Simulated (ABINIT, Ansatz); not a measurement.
Entries from a set of simulations; values are calculated unless marked as measured.

```
! title: A GW chain in ABINIT: AlGaN2 (P-4m2)
! method: RPA screening on LDA, plane waves, norm-conserving pseudopotentials (and 2 further levels or steps)
! program: ABINIT 10.8.3
! settings: cutoff 36 Ha, PseudoDojo scalar-relativistic 0.4.1 standard, norm-conserving, ngkpt (4, 4, 2), nband 34, ecuteps 3.6 Ha, inclvkb 2, shiftk (0, 0, 0), symchi 1, awtr 1, frequency ppm, 4×4×2 k-mesh
! cost: 5 runs, 3 min in all on 4 MPI ranks of Intel Xeon Platinum 8259CL at 2.50GHz (Skylake/Cascade Lake), shared host
! notes: The cell and positions are those that the Materials Project relaxed with its own functionals (PBE, PBE+U or r2SCAN), kept fixed. Limits: no spin-orbit coupling. The 4×4×2 mesh is coarse for this cell, which bears on the long-range parts of exchange and screening. The norm-conserving file of at least one element keeps a d shell over frozen s and p shells of the same row. Exchange with those shells is missing from the self-energy, an error of 0.3 to 0.9 eV in cases checked, whose sign depends on which edge lies on those atoms.
! LDA gap: 2.88 eV, direct
! G0W0 gap on the mesh: 3.87 eV
! GW settings: 4×4×2 mesh, 34 bands, screening to 98 eV, Godby-Needs plasmon pole
! known limits: short of the basis limit; exchange with frozen shells missing; no spin-orbit coupling; coarse k mesh
CELL_PARAMETERS angstrom
3.14088 0.00000 0.00000
0.00000 3.14088 0.00000
0.00000 0.00000 4.42384
ATOMIC_POSITIONS crystal
Al 0.50000 0.50000 0.50000
Ga 0.00000 0.00000 0.00000
N 0.50000 0.00000 0.73826
N 0.00000 0.50000 0.26174
```

[Long decimals in the printed logs are rounded to 6 places.]

[Logs are printed without paths, hosts, clocks, repeated set-up lines and the standing remarks that a program may print on its own settings, such as how far it seeks lower states.]

[Paths, hosts, dates, memory and timing lines, banners, echoed tables and standing remarks are left out of the program output; an Ansatz launch command may be rebuilt from the run's recorded settings. Measured values are a selection of at most five: reports struck by readers or far from the other reports are left out. None is set beside runs whose start may be inverted or whose files or cutoffs have a known fault.]

[Runs of the session that timed out or met a known fault of the program may be left out.]

[Hosts, paths, dates, database ids (printed as entryN), source tags and the programs' standing remarks are cut or masked in the printed files.]

[G0W0 gaps are taken among the corrected bands and points alone; a level outside them can change the order at an edge.]

[Where Ansatz stands beside ABINIT at settings called matched, ABINIT's density can come from a denser mesh and the files from another edition; pairs whose starting gaps differed by over 0.03 eV were left out, so agreement reads better than it is.]
